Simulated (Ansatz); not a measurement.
# The perfect V wire along [110], 11 atoms a period

Wanted: the relaxed geometry and the bands of the V wire along [110], 11 atoms a period.

Program: Ansatz 0.2.0. Level of theory: DFT PBE, plane waves, PAW; relaxation of a wire's period; PAW set soft_1, in the first sound run; inputs show where later runs differ. Results are calculated unless marked as measured.

### 1. The structure

The cell holds 11 atoms: 11 V. Cell: a = 12.780 Å, b = 11.028 Å, c = 4.228 Å, α = 90.0°, β = 90.0°, γ = 90.0°. Vacuum lies along a and b. The structure's axis is c.

### 2. The relaxed wire

Band widths follow the bond lengths, so the wire is relaxed first. The atoms and the third cell vector are free; the box across stays fixed as vacuum. A Fermi-Dirac smearing is set since the result may be a metal. The pressure printed is a third of the stress's trace over the whole box, vacuum included; only the stress along the axis is relaxed.

Input file input.yaml:

```yaml
crystal:
  lattice:
    - [12.78, 0.0, 0.0]
    - [0.0, 11.028, 0.0]
    - [0.0, 0.0, 4.2284985515]
  atoms:
    - { symbol: V, position: [0.266040689, 0.500022604, 0.0] }
    - { symbol: V, position: [0.383020344, 0.30830613, 0.0] }
    - { symbol: V, position: [0.5, 0.500022604, 0.0] }
    - { symbol: V, position: [0.616979656, 0.30830613, 0.0] }
    - { symbol: V, position: [0.733959311, 0.500022604, 0.0] }
    - { symbol: V, position: [0.383020344, 0.500022604, 0.5] }
    - { symbol: V, position: [0.5, 0.30830613, 0.5] }
    - { symbol: V, position: [0.5, 0.691739078, 0.5] }
    - { symbol: V, position: [0.616979656, 0.500022604, 0.5] }
    - { symbol: V, position: [0.383020344, 0.691739078, 0.0] }
    - { symbol: V, position: [0.616979656, 0.691739078, 0.0] }
kpoints:
  mp_grid: { grid: [1, 1, 19] }
scf:
  occupations: { method: fermi_dirac, width: 0.05 }
hamiltonian:
  xc: pbe
  pseudopotentials: { kind: paw, azcp: { folder: soft_1 } }
relax:
  cell: { fix: [a, b, alpha, beta, gamma] }
  max_steps: 45
  f_tol: 0.03
```

Run with:

```
$ ansatz run input.yaml --threads 4 --pin off --max-ram 16384MiB --backend cpu --events-out ev --progress --plain --runs-dir out
```

Numbers of over 12 decimals in the logs are rounded to 6 here.

Output:

```text
Engine: ansatz 0.2.0, aarch64-unknown-linux-gnu
Pseudopotentials: kind: paw
Pseudopotential: V, paw, valence charge 13, recommended cutoff 420 eV (normal), soft_1/V.paw.azcp
Functional definition: PBE
  parameter kappa = 0.804
  parameter beta = 0.066725
  exchange = pbe_x(kappa = kappa, mu = beta*pi^2/3)
  correlation = pbe_c(beta = beta)
Crystal: 11 atoms, lattice volume = 595.955 Å³
Basis set: ecut = 420 eV, 11605 PW (Γ), exchange–correlation on 180×150×60 points (8 copies of the dense FFT grid, shifted against one another)
Bands: 86, of which v1, the nominal top of the filled ones, is band 72 counted from 1 (71 counted from 0)
Symmetry: 8 space group operations
Space group: Pmmm (ITA 47), of the structure as read, at distance tolerance 8.4e-5 Å
k-points: 10 of 19
Non-local potential: V, projectors of the file, l = 0: 3, l = 1: 2, l = 2: 3, l = 3: 1
PAW form: soft (Blöchl's): semilocal exchange-correlation on the pseudo side does not see the compensation charge
PAW one-centre angular grid: V, 590 points (default); XC on 64 Gauss nodes
Initial density: superposition of atomic densities (neutral atoms: chi_scale 0, normalization atom)
Initial wavefunctions: pseudopotential atomic-orbital guess
Functional: x = pbe(κ = 0.804, μ = 0.219515), c = pbe(β = 0.066725)
SCF iter   1: F=—  HF=-32040.468532 eV  |F-HF|=—  |Δ(HF+E_count)|=         —  Δρ=7.72e-2  dr2=1.90e2  ethr=3.10e-3  ⟨swp⟩=9.6  Hψ=3910  notcnv=0
preconditioner: auto → LDOS  [metal: Δε(μ)=0.026 eV  Ē_g=3.007 eV  σ=0.050 eV  W_gap=0.13  n_scr=104 (ndim 8)  ℏωp=11.3 eV  f_vac=0.529  D(μ)=11.44/eV (n_scr^D=62)  β→1.0]
SCF iter   2: F=—  HF=-32077.068855 eV  |F-HF|=—  |Δ(HF+E_count)|=    3.66e1  Δρ=1.80e-1  dr2=9.88e2  ethr=3.10e-3  ⟨swp⟩=14.1  Hψ=7633  notcnv=0  defer=2  recentre
SCF iter   3: F=—  HF=-32023.990730 eV  |F-HF|=—  |Δ(HF+E_count)|=    5.31e1  Δρ=3.42e-2  dr2=3.16e1  ethr=3.10e-3  ⟨swp⟩=11.9  Hψ=5857  notcnv=0  defer=1
SCF iter   4: F=—  HF=-32020.767312 eV  |F-HF|=—  |Δ(HF+E_count)|=    3.22e0  Δρ=1.37e-2  dr2=7.35e0  ethr=3.10e-3  ⟨swp⟩=9.2  Hψ=2671  notcnv=0  defer=4
SCF iter   5: F=—  HF=-32020.126370 eV  |F-HF|=—  |Δ(HF+E_count)|=   6.41e-1  Δρ=1.46e-2  dr2=3.42e0  ethr=3.10e-3  ⟨swp⟩=5.3  Hψ=2053  notcnv=0
SCF iter   6: F=—  HF=-32019.861264 eV  |F-HF|=—  |Δ(HF+E_count)|=   2.65e-1  Δρ=4.09e-3  dr2=2.39e-1  ethr=2.39e-3  ⟨swp⟩=4.0  Hψ=1332  notcnv=0
SCF iter   7: F=—  HF=-32019.847507 eV  |F-HF|=—  |Δ(HF+E_count)|=   1.38e-2  Δρ=1.78e-3  dr2=8.57e-2  ethr=1.67e-4  ⟨swp⟩=3.7  Hψ=1402  notcnv=0  defer=1
SCF iter   8: F=—  HF=-32019.839469 eV  |F-HF|=—  |Δ(HF+E_count)|=   8.04e-3  Δρ=6.72e-4  dr2=7.82e-3  ethr=6.00e-5  ⟨swp⟩=2.0  Hψ=1156  notcnv=0
SCF iter   9: F=—  HF=-32019.839780 eV  |F-HF|=—  |Δ(HF+E_count)|=   3.11e-4  Δρ=3.50e-4  dr2=2.71e-3  ethr=5.47e-6  ⟨swp⟩=2.5  Hψ=1199  notcnv=0
SCF iter  10: F=—  HF=-32019.839722 eV  |F-HF|=—  |Δ(HF+E_count)|=   5.76e-5  Δρ=1.38e-4  dr2=1.81e-4  ethr=1.89e-6  ⟨swp⟩=2.0  Hψ=1060  notcnv=0
SCF iter  11: F=—  HF=-32019.839739 eV  |F-HF|=—  |Δ(HF+E_count)|=   1.66e-5  Δρ=6.69e-5  dr2=4.51e-5  ethr=1.27e-7  ⟨swp⟩=2.5  Hψ=1171  notcnv=0
SCF iter  12: F=—  HF=-32019.839517 eV  |F-HF|=—  |Δ(HF+E_count)|=   2.22e-4  Δρ=3.07e-5  dr2=1.00e-5  ethr=3.16e-8  ⟨swp⟩=2.4  Hψ=1137  notcnv=0
SCF iter  13: F=—  HF=-32019.839519 eV  |F-HF|=—  |Δ(HF+E_count)|=   1.38e-6  Δρ=8.81e-6  dr2=7.48e-7  ethr=7.00e-9  ⟨swp⟩=2.3  Hψ=1151  notcnv=0
SCF iter  14: F=—  HF=-32019.839519 eV  |F-HF|=—  |Δ(HF+E_count)|=   2.51e-7  Δρ=3.31e-6  dr2=1.10e-7  ethr=5.23e-10  ⟨swp⟩=3.1  Hψ=1194  notcnv=0
SCF iter  15: F=-32019.839519 eV  HF=-32019.839519 eV  |F-HF|=9.99e-9  |Δ(HF+E_count)|=   3.34e-8  Δρ=1.53e-6  dr2=2.48e-8  ethr=6.99e-11  ⟨swp⟩=6.0  Hψ=2828  notcnv=0
SCF 1 converged in 15 iterations: F = -32019.839519 eV  dr2 = 2.48e-8
  greatest PAW one-centre occupation: 1.000 electrons in one spin orbital (limit 2), on the V atom at site 2 (counted from 0), in its partial waves of l = 0
relax step   1: F+E_penalty+E_count = -32019.83951879 eV  Δ(F+E_penalty+E_count) = +0.000e0 eV  max|allowed force component| = 2.309e0 eV/Å  Δτ_max = 0.0000 Å  P = -5.273 GPa  Ω = 595.955 Å³  fix = [a, b, alpha, beta, gamma]  reactions: a -4.624, b -5.174 GPa  (15 SCF iters, dr2 threshold 1.00e-7 eV, accepted)
Crystal: 11 atoms, lattice volume = 571.938 Å³
Basis set: ecut = 420 eV, 11179 PW (Γ), exchange–correlation on 180×150×60 points (8 copies of the dense FFT grid, shifted against one another)
Initial density: handed on by an earlier stage of this run
Initial wavefunctions: those handed on with the density
SCF iter   1: F=—  HF=-32023.763258 eV  |F-HF|=—  |Δ(HF+E_count)|=         —  Δρ=3.52e-2  dr2=2.69e1  ethr=3.10e-3  ⟨swp⟩=12.2  Hψ=4004  notcnv=0
preconditioner: auto → LDOS  [metal: Δε(μ)=0.050 eV  Ē_g=2.690 eV  σ=0.050 eV  W_gap=0.24  n_scr=104 (ndim 8)  ℏωp=11.5 eV  f_vac=0.601  D(μ)=9.89/eV (n_scr^D=50)  β→1.0]
SCF iter   2: F=—  HF=-32027.063930 eV  |F-HF|=—  |Δ(HF+E_count)|=    3.30e0  Δρ=5.82e-2  dr2=8.37e1  ethr=3.10e-3  ⟨swp⟩=5.1  Hψ=2218  notcnv=0  recentre
SCF iter   3: F=—  HF=-32022.103271 eV  |F-HF|=—  |Δ(HF+E_count)|=    4.96e0  Δρ=9.03e-3  dr2=1.69e0  ethr=3.10e-3  ⟨swp⟩=4.4  Hψ=2115  notcnv=0
SCF iter   4: F=—  HF=-32021.991348 eV  |F-HF|=—  |Δ(HF+E_count)|=   1.12e-1  Δρ=2.32e-3  dr2=5.21e-2  ethr=1.18e-3  ⟨swp⟩=2.4  Hψ=1249  notcnv=0
SCF iter   5: F=—  HF=-32022.000149 eV  |F-HF|=—  |Δ(HF+E_count)|=   8.80e-3  Δρ=8.72e-4  dr2=6.64e-3  ethr=3.64e-5  ⟨swp⟩=2.7  Hψ=1299  notcnv=0
SCF iter   6: F=—  HF=-32022.000795 eV  |F-HF|=—  |Δ(HF+E_count)|=   6.46e-4  Δρ=3.80e-4  dr2=1.45e-3  ethr=4.64e-6  ⟨swp⟩=2.4  Hψ=1535  notcnv=0
SCF iter   7: F=—  HF=-32022.001008 eV  |F-HF|=—  |Δ(HF+E_count)|=   2.13e-4  Δρ=1.66e-4  dr2=2.70e-4  ethr=1.02e-6  ⟨swp⟩=2.2  Hψ=1270  notcnv=0
SCF iter   8: F=—  HF=-32022.000497 eV  |F-HF|=—  |Δ(HF+E_count)|=   5.11e-4  Δρ=9.49e-5  dr2=9.26e-5  ethr=1.89e-7  ⟨swp⟩=2.0  Hψ=1168  notcnv=0
SCF iter   9: F=—  HF=-32022.000501 eV  |F-HF|=—  |Δ(HF+E_count)|=   3.96e-6  Δρ=5.30e-5  dr2=2.83e-5  ethr=6.48e-8  ⟨swp⟩=2.0  Hψ=1075  notcnv=0
SCF iter  10: F=—  HF=-32022.000502 eV  |F-HF|=—  |Δ(HF+E_count)|=   5.65e-7  Δρ=1.77e-5  dr2=5.34e-6  ethr=1.98e-8  ⟨swp⟩=2.0  Hψ=1075  notcnv=0
SCF iter  11: F=-32022.000502 eV  HF=-32022.000503 eV  |F-HF|=3.16e-7  |Δ(HF+E_count)|=   7.69e-7  Δρ=9.18e-6  dr2=7.86e-7  ethr=7.69e-10  ⟨swp⟩=5.9  Hψ=2855  notcnv=0
SCF 2 converged in 11 iterations: F = -32022.000502 eV  dr2 = 7.86e-7
[...]
relax step   6: F+E_penalty+E_count = -32022.24770863 eV  Δ(F+E_penalty+E_count) = -2.187e-2 eV  max|allowed force component| = 6.761e-2 eV/Å  Δτ_max = 0.0566 Å  P = -0.130 GPa  Ω = 542.314 Å³  energy of the carried Pulay correction = +9.358e-3 eV  fix = [a, b, alpha, beta, gamma]  reactions: a -0.031, b -0.192 GPa  (10 SCF iters, dr2 threshold 3.94e-7 eV, accepted)
[...]
relax step   7: F+E_penalty+E_count = -32022.25065024 eV  Δ(F+E_penalty+E_count) = -2.942e-3 eV  max|allowed force component| = 5.049e-2 eV/Å  Δτ_max = 0.0104 Å  P = -0.120 GPa  Ω = 540.997 Å³  energy of the carried Pulay correction = +9.599e-3 eV  fix = [a, b, alpha, beta, gamma]  reactions: a -0.088, b -0.187 GPa  (8 SCF iters, dr2 threshold 2.86e-7 eV, accepted)
[...]
relax step   8: F+E_penalty+E_count = -32022.25104030 eV  Δ(F+E_penalty+E_count) = -3.901e-4 eV  max|allowed force component| = 3.211e-2 eV/Å  Δτ_max = 0.0066 Å  P = -0.003 GPa  Ω = 540.413 Å³  energy of the carried Pulay correction = +9.706e-3 eV  fix = [a, b, alpha, beta, gamma]  reactions: a +0.054, b -0.126 GPa  (8 SCF iters, dr2 threshold 1.59e-7 eV, accepted)
[...]
relax step   9: F+E_penalty+E_count = -32022.25116865 eV  Δ(F+E_penalty+E_count) = -1.284e-4 eV  max|allowed force component| = 2.530e-3 eV/Å  Δτ_max = 0.0023 Å  P = -0.054 GPa  Ω = 540.743 Å³  energy of the carried Pulay correction = +9.645e-3 eV  fix = [a, b, alpha, beta, gamma]  reactions: a +0.006, b -0.168 GPa  (7 SCF iters, dr2 threshold 6.44e-8 eV, accepted)
Basis set: ecut = 420 eV, 10611 PW (Γ), exchange–correlation on 180×150×54 points (8 copies of the dense FFT grid, shifted against one another)
Initial wavefunctions: pseudopotential atomic-orbital guess (no wavefunctions were taken with the density)
iter 1 solved again at ethr=9.44e-7 eV; its pass at ethr=3.10e-3 eV (dr2=1.35e-3 eV) is discarded
SCF iter   1: F=—  HF=-32022.240303 eV  |F-HF|=—  |Δ(HF+E_count)|=         —  Δρ=1.30e-4  dr2=1.16e-5  ethr=9.44e-7  ⟨swp⟩=4.4  Hψ=6192  notcnv=0
preconditioner: auto → LDOS  [metal: Δε(μ)=0.002 eV  Ē_g=2.509 eV  σ=0.050 eV  W_gap=0.01  n_scr=92 (ndim 8)  ℏωp=11.8 eV  f_vac=0.581  D(μ)=21.14/eV (n_scr^D=180)  β→1.0]
SCF iter   2: F=—  HF=-32022.239701 eV  |F-HF|=—  |Δ(HF+E_count)|=   6.01e-4  Δρ=1.04e-4  dr2=8.39e-5  ethr=8.10e-9  ⟨swp⟩=3.2  Hψ=1854  notcnv=0
SCF iter   3: F=—  HF=-32022.239690 eV  |F-HF|=—  |Δ(HF+E_count)|=   1.15e-5  Δρ=3.90e-5  dr2=9.31e-6  ethr=8.10e-9  ⟨swp⟩=2.7  Hψ=1620  notcnv=0
SCF iter   4: F=—  HF=-32022.239689 eV  |F-HF|=—  |Δ(HF+E_count)|=   1.24e-6  Δρ=1.89e-5  dr2=2.22e-6  ethr=6.51e-9  ⟨swp⟩=2.0  Hψ=1476  notcnv=0
SCF iter   5: F=—  HF=-32022.239688 eV  |F-HF|=—  |Δ(HF+E_count)|=   1.83e-7  Δρ=9.18e-6  dr2=8.90e-7  ethr=1.55e-9  ⟨swp⟩=2.0  Hψ=1144  notcnv=0
SCF iter   6: F=—  HF=-32022.239688 eV  |F-HF|=—  |Δ(HF+E_count)|=   9.97e-8  Δρ=3.39e-6  dr2=1.22e-7  ethr=6.23e-10  ⟨swp⟩=2.0  Hψ=1078  notcnv=0
SCF iter   7: F=—  HF=-32022.239688 eV  |F-HF|=—  |Δ(HF+E_count)|=   6.66e-9  Δρ=1.69e-6  dr2=2.71e-8  ethr=8.53e-11  ⟨swp⟩=2.0  Hψ=1157  notcnv=0
SCF iter   8: F=—  HF=-32022.239688 eV  |F-HF|=—  |Δ(HF+E_count)|=   1.07e-9  Δρ=8.73e-7  dr2=7.21e-9  ethr=1.90e-11  ⟨swp⟩=2.0  Hψ=1117  notcnv=0
SCF iter   9: F=—  HF=-32022.239688 eV  |F-HF|=—  |Δ(HF+E_count)|=  4.44e-10  Δρ=3.37e-7  dr2=9.52e-10  ethr=5.04e-12  ⟨swp⟩=2.0  Hψ=1122  notcnv=0
SCF iter  10: F=—  HF=-32022.239688 eV  |F-HF|=—  |Δ(HF+E_count)|=  3.42e-10  Δρ=1.60e-7  dr2=2.44e-10  ethr=1.00e-12  ⟨swp⟩=2.3  Hψ=1122  notcnv=0
SCF iter  11: F=-32022.239688 eV  HF=-32022.239688 eV  |F-HF|=1.09e-11  |Δ(HF+E_count)|=  1.09e-11  Δρ=6.55e-8  dr2=3.65e-11  ethr=1.00e-12  ⟨swp⟩=4.9  Hψ=2618  notcnv=0
SCF 10 converged in 11 iterations: F = -32022.239688 eV  dr2 = 3.65e-11
relax step  10: F+E_penalty+E_count = -32022.23968833 eV  Δ(F+E_penalty+E_count) = +1.148e-2 eV  max|allowed force component| = 2.774e-3 eV/Å  Δτ_max = 0.0000 Å  P = -0.042 GPa  Ω = 540.743 Å³  fix = [a, b, alpha, beta, gamma]  reactions: a +0.024, b -0.156 GPa  stress off target by 5.63e-3 GPa on what of the cell is left free  SCF on the basis re-selected at this cell (its energy is not comparable with the rows above)  (11 SCF iters)
basis re-selected at this cell: Δ(F+E_penalty+E_count) = +1.148e-2 eV, ΔP = +0.012 GPa vs the last step (what re-selecting the basis moved, of the pressure what is left beyond the Pulay correction that the steps carried, after the strain that the cell walked since its last selection, with what the two solves' SCF thresholds leave and, on support functions, any second-order correction that the steps lacked; it is no measure of the basis error at this ecutwfc). The dense FFT grid was sized anew with the basis: this SCF ran on 90×75×27 points, the steps before it on 90×75×30, so part of this shift can come from that change (see relax.cell in the input reference). [rest of the remark cut]
SCF converged after 11 iterations
Free energy (F): -32022.239688 eV
Harris-Foulkes:  -32022.239688 eV  (|F-HF|=1.09e-11)
Internal energy: -32022.074648 eV  (E = F + TS)
E sigma→0 (E₀):  -32022.157168 eV
Entropy (-TS):   -0.165040 eV (-15.004 meV/atom)
Fermi energy:    2.308563 eV
--- Per-component energies (eV) ---
  E_band       = -3643.574784
  E_kinetic    = 3256.188509
  E_local      = -67510.682943  (includes V_loc(G=0)·N_el)
  E_nonlocal   = 934.397594
  E_hartree    = 31811.686340
  E_xc         = -1253.446184
  E_vxc        = -1584.519230  (∫ρ·V_xc dr)
  E_paw        = -12397.171580  (= ΣΔE_a)
  E_vpaw       = -2362.342839  (= ΣTr[D̂ρ^β])
  E_aug_tail   = 0.011564  (compensation charges beyond the density's cutoff)
  E_ewald      = 13136.942052
  E_smearing   = -0.165040  (= −TS)
  E_closure    = -0.000000  (closes the sum)
  Σ components = -32022.239688   (vs F -32022.239688, Δ=0.00e0)
--- Forces (eV/Å), atoms counted from 1 ---
  atom   1  V     -0.00277426     0.00000000     0.00000000
  atom   2  V     -0.00126527    -0.00141334     0.00000000
  atom   3  V      0.00000000     0.00000000     0.00000000
  atom   4  V      0.00126527    -0.00141334     0.00000000
  atom   5  V      0.00277426     0.00000000     0.00000000
  atom   6  V      0.00136749     0.00000000     0.00000000
  atom   7  V      0.00000000    -0.00257608     0.00000000
  atom   8  V      0.00000000     0.00257608     0.00000000
  atom   9  V     -0.00136749     0.00000000     0.00000000
  atom  10  V     -0.00126527     0.00141334     0.00000000
  atom  11  V      0.00126527     0.00141334     0.00000000
  max |Σ_I F_I| component: 1.08e-18 eV/Å
--- Stress (GPa, compression-positive) ---
        0.023832       0.000000       0.000000
        0.000000      -0.156372       0.000000
        0.000000       0.000000       0.005625
  P = ⅓ Tr σ = -0.0423 GPa (-0.423 kbar)
--- Relaxed structure (9 steps of the walk, 9 accepted, 1 SCFs on fresh bases) ---
  F+E_penalty+E_count = -32022.23968833 eV   max|allowed force component| = 2.774e-3 eV/Å   (the final SCF, on the basis selected at the relaxed cell)
  cell:  # Å, volume = 540.7431 Å³
    - [12.78, 0.0, 0.0]
    - [0.0, 11.028, 0.0]
    - [0.0, 0.0, 3.836749]
  atoms:
    - { symbol: V, position: [0.276110, 0.500022604, 0.0] }
    - { symbol: V, position: [0.378449, 0.327924, 0.0] }
    - { symbol: V, position: [0.5, 0.500022604, 0.0] }
    - { symbol: V, position: [0.621551, 0.327924, 0.0] }
    - { symbol: V, position: [0.723890, 0.500022604, 0.0] }
    - { symbol: V, position: [0.384294, 0.500022604, 0.500000] }
    - { symbol: V, position: [0.5, 0.304252, 0.500000] }
    - { symbol: V, position: [0.5, 0.695793, 0.500000] }
    - { symbol: V, position: [0.615706, 0.500022604, 0.500000] }
    - { symbol: V, position: [0.378449, 0.672121, 0.0] }
    - { symbol: V, position: [0.621551, 0.672121, 0.0] }
```

It took 1.9 min on 4 threads of Arm Neoverse V2, shared host; peak memory 1.6 GiB; 7.5 min of CPU time.

This run has no spin polarisation, although V can carry a moment.

[end of part 1 of 2]

[Logs are printed without paths, hosts, clocks, repeated set-up lines and the standing remarks that a program may print on its own settings, such as how far it seeks lower states.]

[Hosts, paths, dates, database ids (printed as entryN), source tags and the programs' standing remarks are cut or masked in the printed files.]
